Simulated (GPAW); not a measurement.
# O K ELNES/XANES of NaHCO2 (C2/c) from DFT, part 2 of 2

What does one-electron theory with a core hole give for the O K edge of NaHCO2 (C2/c)?

GPAW 26.7.0; X-ray absorption from dipole matrix elements to empty bands, plane-wave PAW LDA.

So far. Step 2 (The field without a hole): The mesh shows a gap of 4.75 eV, so the hole is first treated in a charged cell, without the excited electron.

## (4) Spectrum with FCH, O atom 3

The holes are 4.7 Å apart. In GPAW the data set carries the hole's charge, so charge=0 means a charged cell and charge=-1 a neutral one. The excited electron is left out and a uniform background balances the charge. After the field has converged, empty bands are computed with the density fixed and the dipole matrix elements are summed.

The absorber has 1 C at 1.27 Å (terminal, site symmetry 1).

File xas.py:

```python
import numpy as np
from ase import Atoms
from ase.parallel import parprint, paropen
from gpaw import GPAW, PW, FermiDirac, Mixer, MixerDif, setup_paths
from gpaw.test import gen
setup_paths.insert(0, '.')
gen('O', name='fch1s', xcname='LDA', corehole=(1, 0, 1), write_xml=True)
from gpaw.mpi import world
world.barrier()

atoms = Atoms('Na2O4C2H2',
    cell=[[3.151267, -3.453993, 0],
     [3.151267, 3.453993, 0],
     [-2.75556, 0, 5.592587]],
    scaled_positions=[[0.862528, 0.137472, 0.25],
     [0.137472, 0.862528, 0.75],
     [0.054496, 0.670375, 0.31969],
     [0.329625, 0.945504, 0.18031],
     [0.670375, 0.054496, 0.81969],
     [0.945504, 0.329625, 0.68031],
     [0.276578, 0.723422, 0.25],
     [0.723422, 0.276578, 0.75],
     [0.437704, 0.562296, 0.25],
     [0.562296, 0.437704, 0.75]],
    pbc=True)
atoms.calc = calc = GPAW(legacy_gpaw=True, mode=PW(500, force_complex_dtype=True), xc='LDA', setups={2: 'fch1s'},
    kpts={'size': (4, 4, 3), 'gamma': True}, occupations=FermiDirac(0.02),
    charge=0, mixer=Mixer(0.1, 5, 50), maxiter=150,
    convergence={'density': 0.0001, 'eigenstates': 1e-6}, txt='scf.txt')
energy = atoms.get_potential_energy() + calc.get_reference_energy()
ef = calc.get_fermi_level()
out = dict(energy=energy, fermi=ef, forces=atoms.get_forces().tolist())
parprint(f'all-electron energy {energy:.4f} eV, Fermi level {ef:.4f} eV')
ev = np.array([[calc.get_eigenvalues(k, s) for k in range(len(calc.get_ibz_k_points()))] for s in range(calc.get_number_of_spins())])
out['homo'], out['lumo'], out['counts'] = ev[ev < ef].max(), ev[ev > ef].min(), sorted(set((ev < ef).sum((0, 2)).tolist()))
out['filled'] = (ev[:, 0] < ef).sum(1).tolist()

from ase.units import Ha
from gpaw.xas import dipole_matrix_elements
nb = int(calc.get_number_of_electrons() / 2) + 75
top, nb = nb, nb + 8 + nb // 12
nscf = calc.fixed_density(kpts={'size': (5, 5, 4), 'gamma': True}, nbands=nb,
    convergence={'bands': top, 'eigenstates': 5e-3}, maxiter=60, txt='nscf.txt')
cell = atoms.cell.array
ops = [cell.T @ U.T @ np.linalg.inv(cell.T) for U in nscf.wfs.kd.symmetry.op_scc]
filled = [24]  # bands filled in the ground state, by spin
E = np.arange(-6, 34, 0.1)
fwhm = np.interp(E, [4, 25], [0.9, 3.5])
Y, X, zero, highest = 0, 0, 1e9, 1e9
for spin in range(nscf.get_number_of_spins()):
    wfs = nscf.wfs
    mine = wfs.bd.get_slice()  # this rank's bands
    A = dipole_matrix_elements(wfs.setups[2])
    eps = np.zeros((wfs.kd.nibzkpts, nb))
    d = np.zeros((3, A.shape[1], wfs.kd.nibzkpts, nb), complex)
    for kpt in wfs.kpt_u:
        if kpt.s == spin and 2 in kpt.P_ani:
            eps[kpt.k, mine] = kpt.eps_n * Ha
            d[:, :, kpt.k, mine] = (kpt.weight * wfs.nspins / 2) ** 0.5 * np.inner(A, kpt.P_ani[2])
    world.sum(eps)
    world.sum(d)
    T = np.einsum('amkn,bmkn->abkn', d, d.conj()).real
    T = sum(np.einsum('ai,ijkn,bj->abkn', R, T, R) for R in ops) / len(ops)
    empty = np.ones_like(eps, bool) & (np.arange(nb) >= filled[spin])
    zero, highest = min(zero, eps[empty].min()), min(highest, eps[:, top - 1].min())
    lines = [(eps, T, empty)] if spin == 0 else lines + [(eps, T, empty)]
for eps, T, empty in lines:
    f = np.einsum('aakn->akn', T).reshape(3, -1)
    x = eps.ravel() - zero
    w = np.interp(x, E, fwhm) / 2.35482
    g = np.exp(-0.5 * ((E[:, None] - x) / w) ** 2) / (w * (2 * np.pi) ** 0.5)
    Y = Y + (f * empty.ravel()) @ g.T
    X = X + (f * ~empty.ravel()) @ g.T
out.update(E=E.round(2).tolist(), xas=Y.tolist(), xes=X.tolist(), zero=zero, valid=highest - zero, nk=len(eps), nb=nb)
for i in range(0, len(E), 10):
    parprint(f'{E[i]:7.2f}', *(f'{v:10.3e}' for v in Y[:, i]))
import json
with paropen('out.json', 'w') as f:
    json.dump(out, f)
```

Run with:

```console
> OMP_NUM_THREADS=1 mpirun -n 4 gpaw python xas.py
```

Numbers of over 12 decimals in the logs are rounded to 6 here.

The log of the run:

```text
Input parameters:
  convergence: {density: 0.0001,
                eigenstates: 1e-06}
  kpts: {gamma: True,
         size: (4, 4, 3)}
  maxiter: 150
  mixer: {backend: pulay,
          beta: 0.1,
          method: separate,
          nmaxold: 5,
          weight: 50}
  mode: {ecut: 500.0,
         force_complex_dtype: True,
         name: pw}
  occupations: {fixmagmom: False,
                name: fermi-dirac,
                width: 0.02}
  setups: {2: fch1s}

Initialize ...

[... PAW data sets ...]

Reference energy: -18420.245629  # eV

Spin-paired calculation

[... convergence settings ...]
Symmetries present (total): 1
  [... symmetry matrices ...]

48 k-points: 4 x 4 x 3 Monkhorst-Pack grid + [1/8,1/8,0.000000]
26 k-points in the irreducible part of the Brillouin zone
       k-points in crystal coordinates                weights
   0:     0.00000000    0.00000000    0.00000000          1/48
   1:     0.00000000    0.00000000    0.33333333          2/48
   2:     0.00000000    0.25000000   -0.33333333          2/48
   3:     0.00000000    0.25000000    0.00000000          2/48
   4:     0.00000000    0.25000000    0.33333333          2/48
   5:     0.00000000    0.50000000    0.00000000          1/48
   6:     0.00000000    0.50000000    0.33333333          2/48
   7:     0.25000000   -0.25000000   -0.33333333          2/48
   8:     0.25000000   -0.25000000    0.00000000          2/48
   9:     0.25000000   -0.25000000    0.33333333          2/48
          ...
  25:     0.50000000    0.50000000    0.33333333          2/48

Wave functions: Plane wave expansion
  Cutoff energy: 500.000 eV
  Number of coefficients (min, max): 3072, 3118
  Pulay-stress correction: 0.000000 eV/Ang^3 (de/decut=0.000000)
  Using FFTW library
  Wavefunction extrapolation:
    Improved wavefunction reuse through dual PAW basis

Occupation numbers: Fermi-Dirac:
  width: 0.0200  # eV

Eigensolver
   Davidson(niter=2)

Densities:
  Coarse grid: 25*25*35 grid
  Fine grid: 50*50*70 grid
  Total Charge: 1.000000

Density mixing:
  Method: separate
  Backend: pulay
  Linear mixing parameter: 0.1
  old densities: 5
  Width of damping distribution: 1.1
  Damping of long wavelength oscillations: 50

[... Hamiltonian set-up ...]
Number of atoms: 10
Number of atomic orbitals: 40
Number of bands in calculation: 33
Number of valence electrons: 48
Bands to converge: occupied

... initialized

Initializing position-dependent things.

Density initialized from atomic densities
Creating initial wave functions:
  33 bands from LCAO basis set

             Na

           H
       O  C   O
            O   C  O
               H

             Na

Atomic positions and initial magnetic moments

Positions:
   0 Na     2.462377   -2.504338    1.398147    ( 0.0000,  0.0000,  0.0000)
   1 Na     1.084597    2.504338    4.194440    ( 0.0000,  0.0000,  0.0000)
   2 O      1.403337    2.127242    1.787894    ( 0.0000,  0.0000,  0.0000)
   3 O      3.521417    2.127242    1.008399    ( 0.0000,  0.0000,  0.0000)
   4 O      0.025557   -2.127242    4.584188    ( 0.0000,  0.0000,  0.0000)
   5 O      2.143637   -2.127242    3.804693    ( 0.0000,  0.0000,  0.0000)
   6 C      2.462377    1.543396    1.398147    ( 0.0000,  0.0000,  0.0000)
   7 C      1.084597   -1.543396    4.194440    ( 0.0000,  0.0000,  0.0000)
   8 H      2.462377    0.430340    1.398147    ( 0.0000,  0.0000,  0.0000)
   9 H      1.084597   -0.430340    4.194440    ( 0.0000,  0.0000,  0.0000)

Unit cell:
           periodic     x           y           z      points  spacing
  1. axis:    yes    3.151267   -3.453993    0.000000    25     0.1750
  2. axis:    yes    3.151267    3.453993    0.000000    25     0.1750
  3. axis:    yes   -2.755560    0.000000    5.592587    35     0.1598

  Lengths:   4.675527   4.675527   6.234592
  Angles:  107.330938 107.330938  95.248179

Effective grid spacing dv^(1/3) = 0.1772

iter:   1   -88.005027
iter:   2   -85.513465   -1.05  -0.95
iter:   3   -82.108852   -0.97  -1.02
iter:   4   -81.807290   -2.03  -1.27
iter:   5   -81.699827   -1.99  -1.44
iter:   6   -81.656255   -2.57  -1.81
iter:   7   -81.649639   -3.31  -2.25
iter:   8   -81.646848c  -3.44  -2.48
iter:   9   -81.645252c  -4.01  -2.59
iter:  10   -81.645208c  -5.06  -2.94
iter:  11   -81.645132c  -5.59  -3.12
iter:  12   -81.645019c  -5.31  -3.24
iter:  13   -81.645011c  -6.47c -3.82
iter:  14   -81.645008c  -6.81c -3.97
iter:  15   -81.645007c  -7.13c -4.10c

Converged after 15 iterations.

Dipole moment: (0.363992, 0.709939, -0.857673) |e|*Ang

Energy contributions relative to reference atoms: (reference = -18420.245629)

Kinetic:        +48.298056
Potential:      -67.699638
External:        +0.000000
XC:             -62.290324
Entropy (-ST):   -0.000000
Local:           +0.046898
SIC:             +0.000000
--------------------------
Free energy:    -81.645007
Extrapolated:   -81.645007

Showing only first 2 kpts
 Kpt  Band  Eigenvalues  Occupancy
  0    22     -0.59396    2.00000
  0    23     -0.54218    2.00000
  0    24      2.27121    0.00000
  0    25      4.93770    0.00000

  1    22     -0.60029    2.00000
  1    23     -0.54168    2.00000
  1    24      2.25759    0.00000
[...]
Fermi level: 0.24990

Gap: 2.381 eV
Transition (v -> c):
  (s=0, k=17, n=23, [0.25, 0.50, 0.00]) -> (s=0, k=18, n=24, [0.25, 0.50, 0.33])
Direct/indirect transitions are different
Direct gap: 2.391 eV
Transition at: (s=0, k=17, n=23, [0.25, 0.50, 0.00])

Forces in eV/Ang:
  0 Na   -0.13430    0.17629   -0.13499
  1 Na   -0.02948    0.13883    0.29775
  2 O    -1.43278    1.25479    0.43351
  3 O    -4.28740   -1.11933    1.74702
  4 O     0.43499    0.17247   -0.07358
  5 O    -0.37424    0.12646   -0.09243
  6 C     6.47208   -0.51318   -2.34126
  7 C    -0.01795   -0.78034   -0.04753
  8 H    -0.62982    0.20842    0.19012
  9 H     0.01015    0.33007    0.01652
Scalar-relativistic atomic LDA calculation for O (Oxygen, Z=8)
Core hole in 1s state (1s occupation: 1.0)
300 radial gridpoints.
|------------------------------------------------|
|------------------------------------------------|
[... the atom generator's iteration count ...]

Energy contributions:
-------------------------
Kinetic:      +54.046737
XC:            -5.876031
Potential:   -102.458324
-------------------------
Total:        -54.287618

state      eigenvalue         ekin         rmax
-----------------------------------------------
1s^1.0 :   -21.731873    30.611423        0.127
2s^2.0 :    -1.594915     4.066245        0.801
2p^4.0 :    -1.067100     3.825706        0.682
-----------------------------------------------
(units: Bohr and Hartree)

Generating PAW setup
Kinetic energy of the core from tauc = 30.636371
Cutoffs:
rc(s)=1.300
rc(p)=1.130
rc(d)=1.170
rc(vbar)=1.300
rc(comp)=1.260
rc(nct)=1.300

Kinetic energy of the core states: 30.611423
Charge: 1.0
Core electrons: 1.0
Valence electrons: 6.0
Pseudo-core charge: 0.000198
Shape function alpha=6.299
Pseudo-electron charge 5.280306
state    eigenvalue         norm
--------------------------------
2s(2) :    -1.594915     1.065643
*s    :    -0.594915
2p(4) :    -1.067100     0.787205
*p    :    -0.067100
*d    :     0.000000
--------------------------------

Diagonalizing with gridspacing h=0.050

state   all-electron     PAW
-------------------------------
2s:      -1.594915    -1.596334
2p:      -1.067100    -1.073375
*d:                   -0.060686
*f:                   -0.013559
-------------------------------
all-electron energy -18501.8906 eV, Fermi level 0.2499 eV
[...]
31.00  3.888e-05  4.021e-05  4.993e-05
  32.00  3.789e-05  4.144e-05  4.273e-05
  33.00  3.802e-05  4.267e-05  3.652e-05
```

Run time: 53 s. Hardware: 4 MPI ranks of Intel Xeon Platinum 8488C (Sapphire Rapids), shared host; peak memory 0.38 GiB; 3.5 min of CPU time.

The O K spectrum, O atom 3, full core hole (charged cell) (energy from the lowest empty level; intensity scaled to a mean of 1 over the first 20 eV; polarised curves are means over the symmetry-equivalent atoms):

```csv
E (eV),isotropic,ε ∥ x,ε ∥ y,ε ∥ z
-2.0,0.00,0.00,0.00,0.00
-1.4,0.00,0.00,0.00,0.01
-0.8,0.21,0.07,0.00,0.57
-0.2,1.94,0.66,0.01,5.14
0.4,1.51,0.52,0.00,4.01
1.0,0.10,0.04,0.00,0.27
1.6,0.00,0.00,0.00,0.01
2.2,0.07,0.06,0.08,0.08
2.8,0.23,0.22,0.29,0.17
3.4,0.39,0.53,0.51,0.12
4.0,0.47,0.55,0.65,0.21
4.6,0.87,0.99,1.18,0.45
5.2,1.15,1.40,1.57,0.47
5.8,1.39,1.62,1.88,0.66
6.4,1.59,1.95,1.81,0.99
7.0,1.65,2.31,1.43,1.23
7.6,1.80,2.93,1.20,1.26
8.2,1.99,3.70,1.11,1.15
8.8,2.13,4.23,1.08,1.08
9.4,1.95,3.69,1.09,1.08
10.0,1.62,2.59,1.21,1.05
10.6,1.43,1.88,1.40,1.00
11.2,1.31,1.58,1.45,0.92
11.8,1.18,1.47,1.28,0.80
12.4,1.06,1.39,1.08,0.70
13.0,0.94,1.23,0.96,0.64
13.6,0.85,1.04,0.92,0.61
14.2,0.80,0.89,0.90,0.61
14.8,0.76,0.79,0.90,0.60
15.4,0.74,0.73,0.90,0.59
16.0,0.72,0.68,0.89,0.58
16.6,0.71,0.65,0.88,0.60
17.2,0.72,0.64,0.86,0.66
17.8,0.72,0.63,0.82,0.72
18.4,0.71,0.61,0.76,0.76
19.0,0.68,0.58,0.68,0.78
19.6,0.65,0.56,0.61,0.78
20.2,0.63,0.56,0.57,0.77
20.8,0.63,0.56,0.57,0.77
21.4,0.63,0.57,0.58,0.76
22.0,0.63,0.57,0.59,0.73
22.6,0.61,0.55,0.59,0.70
23.2,0.59,0.53,0.58,0.65
23.8,0.56,0.50,0.56,0.62
24.4,0.54,0.49,0.54,0.60
25.0,0.54,0.48,0.52,0.61
25.6,0.54,0.49,0.50,0.63
26.2,0.55,0.51,0.49,0.65
26.8,0.56,0.53,0.48,0.68
27.4,0.58,0.55,0.49,0.71
28.0,0.60,0.56,0.50,0.73
28.6,0.61,0.57,0.51,0.76
29.2,0.62,0.57,0.53,0.77
29.8,0.62,0.57,0.54,0.77
30.4,0.62,0.56,0.55,0.74
31.0,0.60,0.54,0.56,0.70
31.6,0.58,0.53,0.57,0.64
```

Main maxima below 24 eV (height): 0.0 eV (2.34) and 8.8 eV (2.13). A K edge sees empty p states on the absorber.

The hole costs E(hole) − E(ground) = 533.54 eV, and the lowest empty level of the hole cell on the spectrum's mesh lies at 2.17 eV, which puts the zero at 535.71 eV. One term is added: -8.83 eV, since the hole is spin-paired here and a spin-polarised one costs that much less in the free atom (computed apart). The photon energy is then 526.88 eV. The functional and the charged cell's background leave an error in such absolute values: in the free atom LDA prices this hole 4.1 eV below PBE (computed apart), and PBE is itself good to a few eV.

## (5) Outcome

| Item | Value |
| --- | --- |
| absorber and edge | O K, atom 3 of the ground-state input (counted from 1) |
| surroundings | 1 C at 1.27 Å (terminal, site symmetry 1) |
| highest intensity below 16 eV | 0.0 eV above the zero, height 2.34 |
| photon energy of the zero, with the added terms | 526.9 eV (raw 535.7 eV; LDA puts this hole about 4 eV below PBE, itself good to a few eV) |

The O K edge of atom 3, with 1 C at 1.27 Å (terminal, site symmetry 1), has its highest intensity of the first 16 eV at 0.0 eV above the zero, near 527 eV in photon energy (LDA puts this hole about 4 eV below PBE, itself good to a few eV), 2.3 times the mean level of the first 20 eV (Gaussian full width 0.9 eV up to 4 eV, rising linearly to 3.5 eV at 25 eV). At the O K edge of atom 3 polarisation matters most near 0.0 eV, where the curves differ by 6.2 on this scale. The holes are only 4.7 Å apart, so the shape is probably not converged with cell size; no larger cell was run here. The mesh is coarse (0.29 Å⁻¹ between points), so small maxima may be mesh ripples. Lifetime broadening is put in by hand, and intensities beyond about 20 eV depend on it and on the partial waves; weight that the partial waves miss at high energy is lost. The structure is a computed Materials Project entry and may be a hypothetical form.

[Banner, clock and machine lines of the logs are left out without a mark of their own.]

[Logs are printed without paths, hosts, clocks, repeated set-up lines and the standing remarks that a program may print on its own settings, such as how far it seeks lower states.]

[Hosts, paths, dates, database ids (printed as entryN), source tags and the programs' standing remarks are cut or masked in the printed files.]

[Lists of maxima count a maximum above −3 eV only where it reaches 4 % of the highest in the window and stands out from its surroundings by 2 % of it (1.5 % where it reaches 55 %); shoulders and weaker maxima are passed over, and of the rest the first, up to two pre-edge ones and the few strongest are named.]
